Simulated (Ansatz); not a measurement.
# Phonons of MgNi3C (Pm-3m) against volume, part 2 of 2

Does MgNi3C (Pm-3m) expand much on heating, by its phonons?

Ansatz 0.2.0; DFT PBEsol, scalar-relativistic, plane waves, PAW; PAW set soft_1.

So far, highest frequency on the path or at a solved wavevector (cm⁻¹): step 2 (phonons on a q mesh) 702.

**4. Phonons at the other volume, volume ratio 0.97**

The phonons are repeated at this volume on the same k and q meshes.

File input.yaml:

```yaml
crystal:
  lattice:
    - [3.7338316651, 0.0, 0.0]
    - [0.0, 3.7338316651, 0.0]
    - [0.0, 0.0, 3.7338316651]
  atoms:
    - { symbol: Mg, position: [0.0, 0.0, 0.0] }
    - { symbol: Ni, position: [0.0, 0.5, 0.5] }
    - { symbol: Ni, position: [0.5, 0.0, 0.5] }
    - { symbol: Ni, position: [0.5, 0.5, 0.0] }
    - { symbol: C, position: [0.5, 0.5, 0.5] }
kpoints:
  mp_grid: { grid: [12, 12, 12] }
hamiltonian:
  xc: pbesol
  pseudopotentials: { kind: paw, azcp: { folder: soft_1 }, xc_functional: pbe }
scf:
  occupations: { method: methfessel_paxton, width: 0.2 }
output:
  eigenvalues: true
phonons:
  method: dfpt
  qmesh: [2, 2, 2]
  temperatures: { t_max: 1000, t_step: 50 }
  qpath:
    path:
      - [[0.0, 0.0, 0.0], [0.0, 0.5, 0.0], [0.5, 0.5, 0.0], [0.0, 0.0, 0.0], [0.5, 0.5, 0.5], [0.0, 0.5, 0.0]]
      - [[0.5, 0.5, 0.5], [0.5, 0.5, 0.0]]
    npoints: 10
```

Started as:

```console
$ ansatz run input.yaml --threads 4 --pin off --max-ram 10240MiB --backend cpu --events-out ev --progress --plain --runs-dir out
```

Numbers of over 12 decimals in the logs are rounded to 6 here.

What it wrote:

```text
[...]
Crystal: 5 atoms, lattice volume = 52.055 Å³
Basis set: ecut = 420 eV, 1021 PW (Γ), exchange–correlation on 50×50×50 points (8 copies of the dense FFT grid, shifted against one another)
Bands: 41, of which v1, the nominal top of the filled ones, is band 34 counted from 1 (33 counted from 0)
Symmetry: 48 space group operations
k-points: 84 of 1728
[...]
SCF iter   1: F=—  HF=-19574.842315 eV  |F-HF|=—  |Δ(HF+E_count)|=         —  Δρ=5.47e-2  dr2=9.43e-1  ethr=3.10e-3  ⟨swp⟩=5.4  Hψ=11432  notcnv=0
[...]
SCF iter  13: F=-19574.484048 eV  HF=-19574.484048 eV  |F-HF|=7.28e-12  |Δ(HF+E_count)|=  1.46e-11  S|Δr|=    0.00e0  Δρ=1.00e-7  dr2=2.18e-12  ethr=1.00e-12  ⟨swp⟩=11.8  Hψ=19362  notcnv=0
SCF 1 converged in 13 iterations: F = -19574.484048 eV  dr2 = 2.18e-12
[...]
SCF iter   6: F=-19574.484048 eV  HF=-19574.484048 eV  |F-HF|=7.28e-12  |Δ(HF+E_count)|=  3.64e-12  S|Δr|=    0.00e0  Δρ=7.46e-8  dr2=1.83e-12  ethr=1.00e-12  ⟨swp⟩=2.1  Hψ=6669  notcnv=0
SCF 2 converged in 6 iterations: F = -19574.484048 eV  dr2 = 1.83e-12
[...]
NSCF: frozen V_eff on 84 k-points
[...]
SCF converged after 13 iterations
[...]
Free energy (F): -19574.484048 eV
[...]
Internal energy: -19574.470989 eV  (E = F + TS)
E sigma→0 (E₀):  -19574.480783 eV
Entropy (-TS):   -0.013059 eV (-2.612 meV/atom)
Fermi energy:    15.360875 eV
[...]
--- Band table (eV; the first three rows and the last of 84) ---
  k-point 0: bands = [... 30 lower, 13.8604, 14.5784, 14.5784, 14.5784, 14.8511, 18.9861, 20.6164, 20.6164, ... 3 higher]
  k-point 1: bands = [... 30 lower, 13.8660, 14.5785, 14.6280, 14.6280, 14.8250, 19.0357, 20.0959, 20.6410, ... 3 higher]
  k-point 2: bands = [... 30 lower, 13.8750, 14.5786, 14.7477, 14.7754, 14.7754, 19.1532, 19.6936, 20.7168, ... 3 higher]
  k-point 83: bands = [... 30 lower, 14.1876, 14.1876, 14.6298, 14.6298, 14.6298, 16.6588, 16.6588, 16.6588, ... 3 higher]
[...]
ASR residual: 7.519e-5 → 0.000e0 eV/Å²; symmetrization residual: 1.685e-6 eV/Å²
  ASR residual per site (eV/Å²): 9.11e-6 7.52e-5 7.52e-5 7.52e-5 3.58e-7
[...]
--- Phonons (arbitrary-q DFPT): 4 irreducible q on the 2×2×2 mesh ---
[...]
interpolated dispersion: 62 rows × 15 modes
[...]
```

The job ended after 7.5 min (4 threads of Arm Neoverse V2, shared host; peak memory 2.1 GiB; 29 min of CPU time).

This step gave:

| Property | Result |
| --- | --- |
| sum-rule residual before enforcement | 7.52e-5 eV/Å² |
| lowest frequency on the path | -31.57 cm⁻¹ |
| highest frequency on the path or at a solved wavevector | 735.4 cm⁻¹ |
| highest optical mode at the zone centre (no LO-TO term) | 638.1 cm⁻¹ |
| lowest optical zone-centre mode | 141.0 cm⁻¹ |
| lowest mode on the q mesh (acoustic modes at Γ apart) | 23.85 cm⁻¹ |

Frequencies (cm⁻¹) solved at each irreducible wavevector; negative means imaginary. Frequencies by wavevector, by row:

| q in reciprocal lattice units | star | mode 1 | mode 2 | mode 3 | mode 4 | mode 13 | mode 14 | mode 15 |
| --- | --- | --- | --- | --- | --- | --- | --- | --- |
| 0 0 0 | 1 | 0 | 0 | 0 | 141 | 638.1 | 638.1 | 638.1 |
| 0 0 -0.5 | 3 | 23.9 | 23.9 | 111.8 | 117.7 | 633.3 | 633.3 | 709.5 |
| 0 -0.5 -0.5 | 3 | 44.4 | 85.3 | 85.3 | 90 | 624 | 725.6 | 725.6 |
| -0.5 -0.5 -0.5 | 1 | 79.7 | 79.7 | 79.7 | 103.6 | 735.4 | 735.4 | 735.4 |

The highest optical mode at the zone centre (no LO-TO term) is 638.1 cm⁻¹, +39.2 cm⁻¹ against the base run.

**5. Relaxing at another volume, volume ratio 1.03**

The volume is scaled by 1.03 and held; symmetry leaves nothing to relax, so this is a single point. The modes can then be followed against volume.

input.yaml, the sections that differ from step 4:

```yaml
crystal:
  lattice:
    - [3.8092829362, 0.0, 0.0]
    - [0.0, 3.8092829362, 0.0]
    - [0.0, 0.0, 3.8092829362]
  atoms:
    - { symbol: Mg, position: [0.0, 0.0, 0.0] }
    - { symbol: Ni, position: [0.0, 0.5, 0.5] }
    - { symbol: Ni, position: [0.5, 0.0, 0.5] }
    - { symbol: Ni, position: [0.5, 0.5, 0.0] }
    - { symbol: C, position: [0.5, 0.5, 0.5] }
output:
  forces: true
  stress: true
  eigenvalues: true
# kpoints, hamiltonian, scf: as in step 4
# phonons: removed
```

What it wrote:

```text
[...]
Crystal: 5 atoms, lattice volume = 55.275 Å³
Basis set: ecut = 420 eV, 1045 PW (Γ), exchange–correlation on 54×54×54 points (8 copies of the dense FFT grid, shifted against one another)
Bands: 41, of which v1, the nominal top of the filled ones, is band 34 counted from 1 (33 counted from 0)
Symmetry: 48 space group operations
[...]
k-points: 84 of 1728
[...]
k-point 0: bands = [... 30 lower, 12.8518, 13.4901, 13.4901, 13.4901, 13.7566, 17.4690, 19.2092, 19.2092, ... 3 higher]
  k-point 1: bands = [... 30 lower, 12.8565, 13.4901, 13.5360, 13.5360, 13.7329, 17.5240, 18.7491, 19.2357, ... 3 higher]
  k-point 2: bands = [... 30 lower, 12.8634, 13.4902, 13.6628, 13.6731, 13.6731, 17.6478, 18.3568, 19.3178, ... 3 higher]
  k-point 83: bands = [... 30 lower, 13.1591, 13.1591, 13.5472, 13.5472, 13.5472, 15.3987, 15.3987, 15.3987, ... 3 higher]
[key lines of the parts left out:]
SCF converged after 10 iterations
Free energy (F): -19574.487165 eV
Fermi energy:    14.218767 eV
P = ⅓ Tr σ = -5.3402 GPa (-53.402 kbar)
```

It took 2.8 s on 4 threads; peak memory 0.45 GiB; 10 s of CPU time.

Numbers from this step:

```yaml
pressure: -5.340 GPa
volume_per_atom: 11.06 Å³
```

The run ends at a pressure of -5.34 GPa.

**6. Phonons at the other volume, volume ratio 1.03**

The phonons are repeated at this volume on the same k and q meshes.

input.yaml, as its differences from that of step 5:

```diff
@@ -19,4 +19,11 @@
 output:
-  forces: true
-  stress: true
   eigenvalues: true
+phonons:
+  method: dfpt
+  qmesh: [2, 2, 2]
+  temperatures: { t_max: 1000, t_step: 50 }
+  qpath:
+    path:
+      - [[0.0, 0.0, 0.0], [0.0, 0.5, 0.0], [0.5, 0.5, 0.0], [0.0, 0.0, 0.0], [0.5, 0.5, 0.5], [0.0, 0.5, 0.0]]
+      - [[0.5, 0.5, 0.5], [0.5, 0.5, 0.0]]
+    npoints: 10
```

What it wrote:

```text
[...]
Crystal: 5 atoms, lattice volume = 55.275 Å³
Basis set: ecut = 420 eV, 1045 PW (Γ), exchange–correlation on 54×54×54 points (8 copies of the dense FFT grid, shifted against one another)
Bands: 41, of which v1, the nominal top of the filled ones, is band 34 counted from 1 (33 counted from 0)
Symmetry: 48 space group operations
k-points: 84 of 1728
[...]
k-point 83: bands = [... 30 lower, 13.1591, 13.1591, 13.5473, 13.5473, 13.5473, 15.3987, 15.3987, 15.3987, ... 3 higher]
[...]
ASR residual: 1.133e-4 → 0.000e0 eV/Å²; symmetrization residual: 2.426e-6 eV/Å²
  ASR residual per site (eV/Å²): 3.27e-5 1.13e-4 1.13e-4 1.13e-4 8.46e-6
[...]
--- Phonons (arbitrary-q DFPT): 4 irreducible q on the 2×2×2 mesh ---
[...]
interpolated dispersion: 62 rows × 15 modes
[...]
[key lines of the parts left out:]
SCF converged after 13 iterations
Free energy (F): -19574.487165 eV
Fermi energy:    14.218777 eV
```

The job ended after 7.7 min (4 threads; peak memory 2.2 GiB; 30 min of CPU time).

Numbers from this step:

| Quantity | Value |
| --- | --- |
| sum-rule residual before enforcement | 1.13e-4 eV/Å² |
| lowest frequency on the path | -37.77 cm⁻¹ |
| highest frequency on the path or at a solved wavevector | 670.4 cm⁻¹ |
| highest optical mode at the zone centre (no LO-TO term) | 561.0 cm⁻¹ |
| lowest optical zone-centre mode | 137.4 cm⁻¹ |
| lowest mode on the q mesh (acoustic modes at Γ apart) | -30.29 cm⁻¹ |

Frequencies (cm⁻¹) solved at each irreducible wavevector; negative means imaginary. Frequencies by wavevector, by row:

| q in reciprocal lattice units | star | mode 1 | mode 2 | mode 3 | mode 4 | mode 13 | mode 14 | mode 15 |
| --- | --- | --- | --- | --- | --- | --- | --- | --- |
| 0 0 0 | 1 | 0 | 0 | 0 | 137.4 | 561 | 561 | 561 |
| 0 0 -0.5 | 3 | 27.6 | 27.6 | 103.9 | 111.5 | 556.4 | 556.4 | 645.5 |
| 0 -0.5 -0.5 | 3 | -30.3 | 76.6 | 76.6 | 82.5 | 546.8 | 660.6 | 660.6 |
| -0.5 -0.5 -0.5 | 1 | 65.6 | 65.6 | 65.6 | 109.7 | 670.4 | 670.4 | 670.4 |

The highest optical mode at the zone centre (no LO-TO term) is 561.0 cm⁻¹, -37.8 cm⁻¹ against the base run.

**7. Grüneisen parameters**

The Grüneisen parameter of a mode is minus the logarithmic change of its frequency with volume, −d ln ω / d ln V; weighted by heat capacity it gives the expansion.

Numbers from this step:

```
bulk modulus : 193.7 GPa
```

The phonon branches at the labelled points (cm⁻¹):

| point | branch 1 | branch 2 | branch 3 | branch 4 | branch 12 | branch 13 | branch 14 | branch 15 |
| --- | --- | --- | --- | --- | --- | --- | --- | --- |
| Γ | 0 | 0 | 0 | 139 | 290 | 599 | 599 | 599 |
| halfway | 37 | 37 | 101 | 133 | 284 | 596 | 596 | 635 |
| X | 26 | 26 | 108 | 115 | 286 | 594 | 594 | 677 |
| halfway | 10 | 61 | 105 | 112 | 300 | 589 | 641 | 685 |
| M | 20 | 83 | 83 | 84 | 326 | 585 | 692 | 692 |
| halfway | 59 | 78 | 83 | 139 | 287 | 593 | 637 | 639 |
| Γ | 0 | 0 | 0 | 139 | 290 | 599 | 599 | 599 |
| halfway | 59 | 59 | 112 | 125 | 286 | 639 | 639 | 641 |
| R | 72 | 72 | 72 | 107 | 367 | 702 | 702 | 702 |
| halfway | -22 | 90 | 100 | 107 | 317 | 640 | 642 | 691 |
| X | 26 | 26 | 108 | 115 | 286 | 594 | 594 | 677 |
| jump to R | 72 | 72 | 72 | 107 | 367 | 702 | 702 | 702 |
| halfway | 57 | 74 | 74 | 100 | 343 | 642 | 697 | 697 |
| M | 20 | 83 | 83 | 84 | 326 | 585 | 692 | 692 |

The same for volume x 0.97:

| point | branch 1 | branch 2 | branch 3 | branch 4 | branch 12 | branch 13 | branch 14 | branch 15 |
| --- | --- | --- | --- | --- | --- | --- | --- | --- |
| Γ | 0 | 0 | 0 | 141 | 304 | 638 | 638 | 638 |
| X | 24 | 24 | 112 | 118 | 306 | 633 | 633 | 710 |
| M | 44 | 85 | 85 | 90 | 348 | 624 | 726 | 726 |
| Γ | 0 | 0 | 0 | 141 | 304 | 638 | 638 | 638 |
| R | 80 | 80 | 80 | 104 | 389 | 735 | 735 | 735 |
| X | 24 | 24 | 112 | 118 | 306 | 633 | 633 | 710 |
| R | 80 | 80 | 80 | 104 | 389 | 735 | 735 | 735 |
| M | 44 | 85 | 85 | 90 | 348 | 624 | 726 | 726 |

The same for volume x 1.03:

| point | branch 1 | branch 2 | branch 3 | branch 4 | branch 12 | branch 13 | branch 14 | branch 15 |
| --- | --- | --- | --- | --- | --- | --- | --- | --- |
| Γ | 0 | 0 | 0 | 137 | 275 | 561 | 561 | 561 |
| X | 28 | 28 | 104 | 112 | 268 | 556 | 556 | 646 |
| M | -30 | 77 | 77 | 82 | 306 | 547 | 661 | 661 |
| Γ | 0 | 0 | 0 | 137 | 275 | 561 | 561 | 561 |
| R | 66 | 66 | 66 | 110 | 346 | 670 | 670 | 670 |
| X | 28 | 28 | 104 | 112 | 268 | 556 | 556 | 646 |
| R | 66 | 66 | 66 | 110 | 346 | 670 | 670 | 670 |
| M | -30 | 77 | 77 | 82 | 306 | 547 | 661 | 661 |

**8. Summary of results**

```
bulk modulus : 194 GPa
```

In words: No expansion is given, because modes are imaginary at one volume or more. The highest optical mode at Γ goes from 638 to 561 cm⁻¹ as the cell grows, a Grüneisen parameter of 2.15. Branches are matched by rank, so values near crossings are rough. The q mesh stands for a supercell only 7.5 Å across, so branches between the solved wavevectors are rough. With no gap, or one that is small against the smearing, the frequencies hang on the k mesh and the smearing, most of all near Kohn anomalies. The phonon runs are without spin polarisation, although Ni often carries a moment. The PAW files were made for PBE and serve the other functionals too.

[Logs are printed without paths, hosts, clocks, repeated set-up lines and the standing remarks that a program may print on its own settings, such as how far it seeks lower states.]

[Hosts, paths, dates, database ids (printed as entryN), source tags and the programs' standing remarks are cut or masked in the printed files.]
